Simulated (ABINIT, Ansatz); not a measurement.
# Quasiparticle gap of MgB2C2 (Pnnm) in ABINIT, part 2 of 3

Wanted: ground state, empty states, screening and self-energy for MgB2C2 (Pnnm).

ABINIT 10.8.3; PBEsol and many-body steps on it, plane waves. Known limits of the many-body steps: short of the basis limit; coarse k mesh.

So far. Step 2 (Ground state): The gap is indirect, with the least direct gap 0.51 eV higher.

## 3. Bands along the symmetry lines

Level of this step: DFT, PBEsol, plane waves, norm-conserving pseudopotentials (ABINIT).

The cheap functional maps the bands first; the places of the edges decide which points the dearer methods must see.

File run.abi:

```
acell 3*1.0 Angstrom
rprim 
  4.614773700000 0.000000000000 0.000000000000
  0.000000000000 7.178871410000 0.000000000000
  0.000000000000 0.000000000000 2.765296290000
ntypat 3
znucl 12 5 6
natom 10
typat 1 1 2 2 2 2 3 3 3 3
xred 
  0.500000000000 0.500000000000 0.500000000000
  0.000000000000 0.000000000000 0.000000000000
  0.883450940000 0.729625690000 0.500000000000
  0.116549060000 0.270374310000 0.500000000000
  0.616549060000 0.229625690000 0.000000000000
  0.383450940000 0.770374310000 0.000000000000
  0.785476000000 0.220340420000 0.500000000000
  0.214524000000 0.779659580000 0.500000000000
  0.714524000000 0.720340420000 0.000000000000
  0.285476000000 0.279659580000 0.000000000000
pp_dirpath "pseudos"
pseudos "Mg.upf, B.upf, C.upf"
ecut 38
iscf -2
irdden 1
kptopt 0
nkpt 52
kpt 
  0.00000000 0.00000000 0.00000000
  0.12500000 0.00000000 0.00000000
  0.25000000 0.00000000 0.00000000
  0.37500000 0.00000000 0.00000000
  0.50000000 0.00000000 0.00000000
  0.50000000 0.12500000 0.00000000
  0.50000000 0.25000000 0.00000000
  0.50000000 0.37500000 0.00000000
  0.50000000 0.50000000 0.00000000
  0.37500000 0.50000000 0.00000000
  0.25000000 0.50000000 0.00000000
  0.12500000 0.50000000 0.00000000
  0.00000000 0.50000000 0.00000000
  0.00000000 0.37500000 0.00000000
  0.00000000 0.25000000 0.00000000
  0.00000000 0.12500000 0.00000000
  0.00000000 0.00000000 0.00000000
  0.00000000 0.00000000 0.12500000
  0.00000000 0.00000000 0.25000000
  0.00000000 0.00000000 0.37500000
  0.00000000 0.00000000 0.50000000
  0.12500000 0.00000000 0.50000000
  0.25000000 0.00000000 0.50000000
  0.37500000 0.00000000 0.50000000
  0.50000000 0.00000000 0.50000000
  0.50000000 0.12500000 0.50000000
  0.50000000 0.25000000 0.50000000
  0.50000000 0.37500000 0.50000000
  0.50000000 0.50000000 0.50000000
  0.37500000 0.50000000 0.50000000
  0.25000000 0.50000000 0.50000000
  0.12500000 0.50000000 0.50000000
  0.00000000 0.50000000 0.50000000
  0.00000000 0.37500000 0.50000000
  0.00000000 0.25000000 0.50000000
  0.00000000 0.12500000 0.50000000
  0.00000000 0.00000000 0.50000000
  0.50000000 0.00000000 0.00000000
  0.50000000 0.00000000 0.12500000
  0.50000000 0.00000000 0.25000000
  0.50000000 0.00000000 0.37500000
  0.50000000 0.00000000 0.50000000
  0.00000000 0.50000000 0.00000000
  0.00000000 0.50000000 0.12500000
  0.00000000 0.50000000 0.25000000
  0.00000000 0.50000000 0.37500000
  0.00000000 0.50000000 0.50000000
  0.50000000 0.50000000 0.00000000
  0.50000000 0.50000000 0.12500000
  0.50000000 0.50000000 0.25000000
  0.50000000 0.50000000 0.37500000
  0.50000000 0.50000000 0.50000000
istwfk *1
nband 31
nbdbuf 2
tolwfr 1e-08
nstep 40
prtwf 0
prtvol 0
indata_prefix "in"
outdata_prefix "out"
tmpdata_prefix "tmp"
```

On the command line:

```sh
OMP_NUM_THREADS=1 mpirun -n 8 abinit run.abi > log
```

The program printed:

```text
.Version 10.8.3 of ABINIT. v10.8.2 released Aug 2026.

 Symmetries : space group Pn n m (# 58); Bravais oP (primitive ortho.)
[... echo of the input left out ...]
== DATASET  1 ==================================================================
-   mpi_nproc: 8, omp_nthreads: 1 (-1 if OMP is not activated)

--- !DatasetInfo
iteration_state: {dtset: 1, }
dimensions: {natom: 10, nkpt: 52, mband: 31, nsppol: 1, nspinor: 1, nspden: 1, mpw: 6958, }
cutoff_energies: {ecut:  38.0, pawecutdg:  -1.0, }
electrons: {nelect:   4.80000000E+01, charge:   0.00000000E+00, occopt:   1.00000000E+00, tsmear:   1.00000000E-02, }

 Real(R)+Recip(G) space primitive vectors, cartesian coordinates (Bohr,Bohr^-1):
 R(1)=  8.7206584  0.0000000  0.0000000  G(1)=  0.1146702  0.0000000  0.0000000
 R(2)=  0.0000000 13.5661009  0.0000000  G(2)=  0.0000000  0.0737131  0.0000000
 R(3)=  0.0000000  0.0000000  5.2256526  G(3)=  0.0000000  0.0000000  0.1913637
 Unit cell volume ucvol=  6.1822257E+02 bohr^3
 Angles (23,13,12)=  9.00000000E+01  9.00000000E+01  9.00000000E+01 degrees

 getcut: wavevector=  0.0000  0.0000  0.0000  ngfft=  50  80  30
         ecut(hartree)=     38.000   => boxcut(ratio)=   2.06616

--- Pseudopotential description ------------------------------------------------
- Mg Generated using ONCVPSP code by D. R. Hamann
- 12.00000  10.00000  180301                  znucl, zion, pspdat
12 -116133 1 -1 1510                          pspcod,pspxc,lmax,lloc,mmax
     nproj     2     2
  pspatm : epsatm=    9.18226799
         --- l  ekb(1:nproj) -->
             0    2.230603   -0.826587
             1   -6.503151   -2.501445
 pspatm: atomic psp has been read  and splines computed

- B Generated using ONCVPSP code by D. R. Hamann
-  5.00000   3.00000  180301                  znucl, zion, pspdat
12 -116133 1 -1 1534                          pspcod,pspxc,lmax,lloc,mmax
     nproj     2     2
  pspatm : epsatm=    3.20154509
         --- l  ekb(1:nproj) -->
             0    8.466603    1.247630
[...]
pspatm: atomic psp has been read  and splines computed

- C Generated using ONCVPSP code by D. R. Hamann
-  6.00000   4.00000  180301                  znucl, zion, pspdat
12 -116133 1 -1 1248                          pspcod,pspxc,lmax,lloc,mmax
     nproj     2     2
  pspatm : epsatm=    4.34909242
         --- l  ekb(1:nproj) -->
[...]
pspatm: atomic psp has been read  and splines computed

--------------------------------------------------------------------------------

================================================================================
 prteigrs : about to open file out_EIG
 Non-SCF case, kpt    1 (  0.00000  0.00000  0.00000), residuals and eigenvalues=
  6.80E-09  4.44E-09  5.11E-09  3.81E-09  3.50E-09  2.85E-09  4.23E-09  3.26E-09
  8.40E-09  6.65E-09  9.14E-09  5.36E-09  4.34E-09  7.31E-09  3.28E-09  4.14E-09
[...]
4.9146E-01

--- !ResultsGS
iteration_state: {dtset: 1, }
comment   : Summary of ground state results
lattice_vectors:
- [  8.7206584,   0.0000000,   0.0000000, ]
- [  0.0000000,  13.5661009,   0.0000000, ]
- [  0.0000000,   0.0000000,   5.2256526, ]
lattice_lengths: [   8.72066,   13.56610,    5.22565, ]
lattice_angles: [ 90.000,  90.000,  90.000, ] # degrees, (23, 13, 12)
lattice_volume:   6.1822257E+02
convergence: {deltae:  0.000E+00, res2:  0.000E+00, residm:  9.970E-09, diffor:  0.000E+00, }
etotal    :  -1.54427772E+02
entropy   :   0.00000000E+00
fermie    :   2.20171095E-01
cartesian_stress_tensor: null
pressure_GPa: null
xred      :
- [  5.0000E-01,   5.0000E-01,   5.0000E-01, Mg]
- [  0.0000E+00,   0.0000E+00,   0.0000E+00, Mg]
- [  8.8345E-01,   7.2963E-01,   5.0000E-01,  B]
- [  1.1655E-01,   2.7037E-01,   5.0000E-01,  B]
- [  6.1655E-01,   2.2963E-01,   0.0000E+00,  B]
- [  3.8345E-01,   7.7037E-01,   0.0000E+00,  B]
- [  7.8548E-01,   2.2034E-01,   5.0000E-01,  C]
- [  2.1452E-01,   7.7966E-01,   5.0000E-01,  C]
- [  7.1452E-01,   7.2034E-01,   0.0000E+00,  C]
- [  2.8548E-01,   2.7966E-01,   0.0000E+00,  C]
cartesian_forces: null
force_length_stats: {min: null, max: null, mean: null, }

 Integrated electronic density in atomic spheres:
 ------------------------------------------------
 Atom  Sphere_radius  Integrated_density
[...]
================================================================================

 ----iterations are completed or convergence reached----

 Mean square residual over all n,k,spin=   51.510E-10; max=  99.704E-10
 reduced coordinates (array xred) for   10 atoms
[...]
0.714524      0.720340      0.000000
       0.285476      0.279660      0.000000

 cartesian coordinates (angstrom) at end:
    1      2.307387     3.589436     1.382648
    2      0.000000     0.000000     0.000000
    3      4.076926     5.237889     1.382648
[...]
9      3.297367     5.171231     0.000000
   10      1.317407     2.007640     0.000000
 length scales=  1.889726  1.889726  1.889726 bohr
              =  1.000000  1.000000  1.000000 angstroms
 prteigrs : about to open file out_EIG
 Eigenvalues (hartree) for nkpt=  52  k points:
 kpt#   1, nband= 31, wtk=  1.00000, kpt=  0.0000  0.0000  0.0000 (reduced coord)
[...]
kpt#   2, nband= 31, wtk=  1.00000, kpt=  0.1250  0.0000  0.0000 (reduced coord)
[...]
kpt#   3, nband= 31, wtk=  1.00000, kpt=  0.2500  0.0000  0.0000 (reduced coord)
[...]
kpt#  51, nband= 31, wtk=  1.00000, kpt=  0.5000  0.5000  0.3750 (reduced coord)
[...]
0.30886    0.30886    0.33301    0.33301    0.48400    0.48410    0.49495
 kpt#  52, nband= 31, wtk=  1.00000, kpt=  0.5000  0.5000  0.5000 (reduced coord)
[...]
-0.18752   -0.18752   -0.18404   -0.18404   -0.09482   -0.09482   -0.09143   -0.09143
   0.10134    0.10134    0.10456    0.10456    0.14583    0.14583    0.15882    0.15882
   0.27516    0.27516    0.30190    0.30190    0.49117    0.49126    0.49146

== END DATASET(S) ==============================================================
================================================================================

 -outvars: echo values of variables after computation  --------
            nband          31
             nkpt          52
          spgroup          58
 [... the other variables as echoed above ...]

 Calculation completed.
```

Run time: 30 s. Hardware: 8 MPI ranks of Arm Neoverse V2, shared host; peak memory 0.72 GiB.

Read from the output:

- gap: 1.234 eV
- k of the valence top: 0, 0, 0
- k of the conduction bottom: 0, 0, 0.25
- least direct gap: 1.745 eV

The gap is 1.234 eV, as in the run before at this level.

The electronic bands at the labelled points (eV, zero at the top of the highest filled band):

| point | band 21 | band 22 | band 23 | band 24 | band 25 | band 26 | band 27 | band 28 |
| --- | --- | --- | --- | --- | --- | --- | --- | --- |
| Γ | -1.09 | -0.32 | -0.24 | 0.00 | 1.74 | 2.43 | 3.80 | 5.64 |
| halfway | -0.96 | -0.94 | -0.87 | -0.76 | 1.90 | 2.85 | 4.10 | 5.13 |
| X | -2.13 | -2.13 | -2.04 | -2.04 | 2.60 | 2.60 | 5.52 | 5.52 |
| halfway | -2.12 | -2.12 | -2.05 | -2.05 | 3.36 | 3.36 | 5.54 | 5.54 |
| S | -2.10 | -2.10 | -2.07 | -2.07 | 4.60 | 4.60 | 5.10 | 5.10 |
| halfway | -0.92 | -0.92 | -0.81 | -0.81 | 3.09 | 3.09 | 5.27 | 5.27 |
| Y | -0.37 | -0.37 | -0.28 | -0.28 | 2.25 | 2.25 | 4.78 | 4.78 |
| halfway | -0.79 | -0.31 | -0.25 | -0.09 | 1.82 | 3.03 | 3.13 | 6.08 |
| Γ | -1.09 | -0.32 | -0.24 | 0.00 | 1.74 | 2.43 | 3.80 | 5.64 |
| halfway | -2.40 | -2.38 | -1.37 | -0.92 | 1.23 | 3.08 | 3.33 | 6.00 |
| Z | -3.12 | -3.12 | -1.00 | -1.00 | 2.30 | 2.30 | 3.26 | 3.26 |
| halfway | -2.74 | -2.74 | -1.09 | -1.09 | 1.81 | 1.81 | 3.15 | 3.15 |
| U | -2.33 | -2.33 | -1.27 | -1.27 | 1.61 | 1.61 | 3.07 | 3.07 |
| halfway | -2.24 | -2.24 | -1.40 | -1.40 | 1.47 | 1.47 | 2.69 | 2.69 |
| R | -2.02 | -2.02 | -1.67 | -1.67 | 1.50 | 1.50 | 2.22 | 2.22 |
| halfway | -2.23 | -2.23 | -1.73 | -1.73 | 1.69 | 1.69 | 2.68 | 2.68 |
| T | -2.44 | -2.44 | -1.88 | -1.88 | 2.07 | 2.07 | 3.34 | 3.34 |
| halfway | -2.88 | -2.88 | -1.33 | -1.33 | 2.11 | 2.11 | 3.40 | 3.40 |
| Z | -3.12 | -3.12 | -1.00 | -1.00 | 2.30 | 2.30 | 3.26 | 3.26 |
| jump to X | -2.13 | -2.13 | -2.04 | -2.04 | 2.60 | 2.60 | 5.52 | 5.52 |
| halfway | -2.63 | -2.63 | -1.79 | -1.79 | 3.26 | 3.26 | 4.36 | 4.36 |
| U | -2.33 | -2.33 | -1.27 | -1.27 | 1.61 | 1.61 | 3.07 | 3.07 |
| jump to Y | -0.37 | -0.37 | -0.28 | -0.28 | 2.25 | 2.25 | 4.78 | 4.78 |
| halfway | -2.28 | -2.28 | -1.00 | -1.00 | 1.72 | 1.72 | 5.60 | 5.60 |
| T | -2.44 | -2.44 | -1.88 | -1.88 | 2.07 | 2.07 | 3.34 | 3.34 |
| jump to S | -2.10 | -2.10 | -2.07 | -2.07 | 4.60 | 4.60 | 5.10 | 5.10 |

## 4. Empty states on the mesh, 4×2×4 mesh, 254 bands

The sums over transitions need many empty states on a uniform mesh; this step solves for them.

File run.abi:

```
acell 3*1.0 Angstrom
rprim 
  4.614773700000 0.000000000000 0.000000000000
  0.000000000000 7.178871410000 0.000000000000
  0.000000000000 0.000000000000 2.765296290000
ntypat 3
znucl 12 5 6
natom 10
typat 1 1 2 2 2 2 3 3 3 3
xred 
  0.500000000000 0.500000000000 0.500000000000
  0.000000000000 0.000000000000 0.000000000000
  0.883450940000 0.729625690000 0.500000000000
  0.116549060000 0.270374310000 0.500000000000
  0.616549060000 0.229625690000 0.000000000000
  0.383450940000 0.770374310000 0.000000000000
  0.785476000000 0.220340420000 0.500000000000
  0.214524000000 0.779659580000 0.500000000000
  0.714524000000 0.720340420000 0.000000000000
  0.285476000000 0.279659580000 0.000000000000
pp_dirpath "pseudos"
pseudos "Mg.upf, B.upf, C.upf"
ecut 38
ngkpt 4 2 4
nshiftk 1
shiftk 0 0 0
kptopt 1
chksymbreak 0
iscf -2
irdden 1
istwfk *1
nband 254
nbdbuf 22
tolwfr 1e-09
nstep 60
prtvol 0
indata_prefix "in"
outdata_prefix "out"
tmpdata_prefix "tmp"
```

The program printed:

```text
.Version 10.8.3 of ABINIT. v10.8.2 released Aug 2026.

 Symmetries : space group Pn n m (# 58); Bravais oP (primitive ortho.)
[... echo of the input left out ...]
== DATASET  1 ==================================================================
-   mpi_nproc: 8, omp_nthreads: 1 (-1 if OMP is not activated)

--- !DatasetInfo
iteration_state: {dtset: 1, }
dimensions: {natom: 10, nkpt: 18, mband: 254, nsppol: 1, nspinor: 1, nspden: 1, mpw: 6956, }
cutoff_energies: {ecut:  38.0, pawecutdg:  -1.0, }
electrons: {nelect:   4.80000000E+01, charge:   0.00000000E+00, occopt:   1.00000000E+00, tsmear:   1.00000000E-02, }

 Real(R)+Recip(G) space primitive vectors, cartesian coordinates (Bohr,Bohr^-1):
 R(1)=  8.7206584  0.0000000  0.0000000  G(1)=  0.1146702  0.0000000  0.0000000
 R(2)=  0.0000000 13.5661009  0.0000000  G(2)=  0.0000000  0.0737131  0.0000000
 R(3)=  0.0000000  0.0000000  5.2256526  G(3)=  0.0000000  0.0000000  0.1913637
 Unit cell volume ucvol=  6.1822257E+02 bohr^3
 Angles (23,13,12)=  9.00000000E+01  9.00000000E+01  9.00000000E+01 degrees

 getcut: wavevector=  0.0000  0.0000  0.0000  ngfft=  50  80  30
         ecut(hartree)=     38.000   => boxcut(ratio)=   2.06616

--- Pseudopotential description ------------------------------------------------
- Mg Generated using ONCVPSP code by D. R. Hamann
- 12.00000  10.00000  180301                  znucl, zion, pspdat
12 -116133 1 -1 1510                          pspcod,pspxc,lmax,lloc,mmax
     nproj     2     2
  pspatm : epsatm=    9.18226799
         --- l  ekb(1:nproj) -->
             0    2.230603   -0.826587
             1   -6.503151   -2.501445
 pspatm: atomic psp has been read  and splines computed

- B Generated using ONCVPSP code by D. R. Hamann
-  5.00000   3.00000  180301                  znucl, zion, pspdat
12 -116133 1 -1 1534                          pspcod,pspxc,lmax,lloc,mmax
     nproj     2     2
  pspatm : epsatm=    3.20154509
         --- l  ekb(1:nproj) -->
             0    8.466603    1.247630
[...]
pspatm: atomic psp has been read  and splines computed

- C Generated using ONCVPSP code by D. R. Hamann
-  6.00000   4.00000  180301                  znucl, zion, pspdat
12 -116133 1 -1 1248                          pspcod,pspxc,lmax,lloc,mmax
     nproj     2     2
  pspatm : epsatm=    4.34909242
         --- l  ekb(1:nproj) -->
[...]
pspatm: atomic psp has been read  and splines computed

--------------------------------------------------------------------------------

================================================================================
 prteigrs : about to open file out_EIG
 Non-SCF case, kpt    1 (  0.00000  0.00000  0.00000), residuals and eigenvalues=
  1.26E-10  1.62E-10  1.82E-10  1.93E-10  3.26E-10  1.97E-10  3.02E-10  3.33E-10
  5.91E-11  4.24E-11  6.69E-11  5.35E-11  5.59E-11  8.26E-11  4.91E-11  7.94E-11
  1.07E-10  1.78E-10  5.52E-11  9.24E-11  1.16E-10  1.51E-10  1.23E-10  1.36E-10
[...]
2.54E-05  6.68E-05  2.70E-04  1.94E-04  6.03E-04  4.90E-04
 -2.5400E+00 -2.5400E+00 -1.3266E+00 -1.3266E+00 -1.3256E+00 -1.3256E+00
 -1.3255E+00 -1.3255E+00 -3.3316E-01 -3.1033E-01 -1.8415E-01 -1.8319E-01
[...]
3.6229E+00  3.6250E+00  3.6360E+00  3.6456E+00  3.6602E+00  3.6666E+00
  3.6959E+00  3.7102E+00
 prteigrs : prtvol=0 or 1, do not print more k-points.

--- !ResultsGS
iteration_state: {dtset: 1, }
comment   : Summary of ground state results
lattice_vectors:
- [  8.7206584,   0.0000000,   0.0000000, ]
- [  0.0000000,  13.5661009,   0.0000000, ]
- [  0.0000000,   0.0000000,   5.2256526, ]
lattice_lengths: [   8.72066,   13.56610,    5.22565, ]
lattice_angles: [ 90.000,  90.000,  90.000, ] # degrees, (23, 13, 12)
lattice_volume:   6.1822257E+02
convergence: {deltae:  0.000E+00, res2:  0.000E+00, residm:  9.973E-10, diffor:  0.000E+00, }
etotal    :  -1.54427772E+02
entropy   :   0.00000000E+00
fermie    :   2.20171095E-01
cartesian_stress_tensor: null
pressure_GPa: null
xred      :
- [  5.0000E-01,   5.0000E-01,   5.0000E-01, Mg]
- [  0.0000E+00,   0.0000E+00,   0.0000E+00, Mg]
- [  8.8345E-01,   7.2963E-01,   5.0000E-01,  B]
- [  1.1655E-01,   2.7037E-01,   5.0000E-01,  B]
- [  6.1655E-01,   2.2963E-01,   0.0000E+00,  B]
- [  3.8345E-01,   7.7037E-01,   0.0000E+00,  B]
- [  7.8548E-01,   2.2034E-01,   5.0000E-01,  C]
- [  2.1452E-01,   7.7966E-01,   5.0000E-01,  C]
- [  7.1452E-01,   7.2034E-01,   0.0000E+00,  C]
- [  2.8548E-01,   2.7966E-01,   0.0000E+00,  C]
cartesian_forces: null
force_length_stats: {min: null, max: null, mean: null, }

 Integrated electronic density in atomic spheres:
 ------------------------------------------------
 Atom  Sphere_radius  Integrated_density
[...]
================================================================================

 ----iterations are completed or convergence reached----

 Mean square residual over all n,k,spin=   34.208E-11; max=  99.733E-11
 reduced coordinates (array xred) for   10 atoms
[...]
0.714524      0.720340      0.000000
       0.285476      0.279660      0.000000

 cartesian coordinates (angstrom) at end:
    1      2.307387     3.589436     1.382648
    2      0.000000     0.000000     0.000000
    3      4.076926     5.237889     1.382648
[...]
9      3.297367     5.171231     0.000000
   10      1.317407     2.007640     0.000000
 length scales=  1.889726  1.889726  1.889726 bohr
              =  1.000000  1.000000  1.000000 angstroms
 prteigrs : about to open file out_EIG
 Eigenvalues (hartree) for nkpt=  18  k points:
 kpt#   1, nband=254, wtk=  0.03125, kpt=  0.0000  0.0000  0.0000 (reduced coord)
[...]
3.48027    3.49232    3.49782    3.50023    3.52705    3.53690    3.55015    3.56277
   3.57247    3.57726    3.57823    3.58772    3.59480    3.61828    3.62294    3.62499
   3.63604    3.64560    3.66024    3.66657    3.69588    3.71016
 prteigrs : prtvol=0 or 1, do not print more k-points.

== END DATASET(S) ==============================================================
================================================================================

 -outvars: echo values of variables after computation  --------
            nband         254
             nkpt          18
          spgroup          58
 [... the other variables as echoed above ...]

 Calculation completed.
```

Elapsed: 4.2 min, on 8 MPI ranks; peak memory 1.2 GiB; 33 min of CPU time.

Numbers from this step:

| Property | Result |
| --- | --- |
| gap | 1.234 eV |
| k of the valence top | 0, 0, 0 |
| k of the conduction bottom | 0, 0, 0.25 |
| least direct gap | 1.745 eV |
| k points computed | 18 |
| lowest point of the top converged band, above the valence top | 87.7420 eV |

On this mesh the gap is 1.234 eV.

(Continued in part 3 of 3.)

[Long decimals in the printed logs are rounded to 6 places.]

[Logs are printed without paths, hosts, clocks, repeated set-up lines and the standing remarks that a program may print on its own settings, such as how far it seeks lower states.]

[Paths, hosts, dates, memory and timing lines, banners, echoed tables and standing remarks are left out of the program output; an Ansatz launch command may be rebuilt from the run's recorded settings. Measured values are a selection of at most five: reports struck by readers or far from the other reports are left out. None is set beside runs whose start may be inverted or whose files or cutoffs have a known fault.]

[Runs of the session that timed out or met a known fault of the program may be left out.]

[Hosts, paths, dates, database ids (printed as entryN), source tags and the programs' standing remarks are cut or masked in the printed files.]

[G0W0 gaps are taken among the corrected bands and points alone; a level outside them can change the order at an edge.]

[Where Ansatz stands beside ABINIT at settings called matched, ABINIT's density can come from a denser mesh and the files from another edition; pairs whose starting gaps differed by over 0.03 eV were left out, so agreement reads better than it is.]
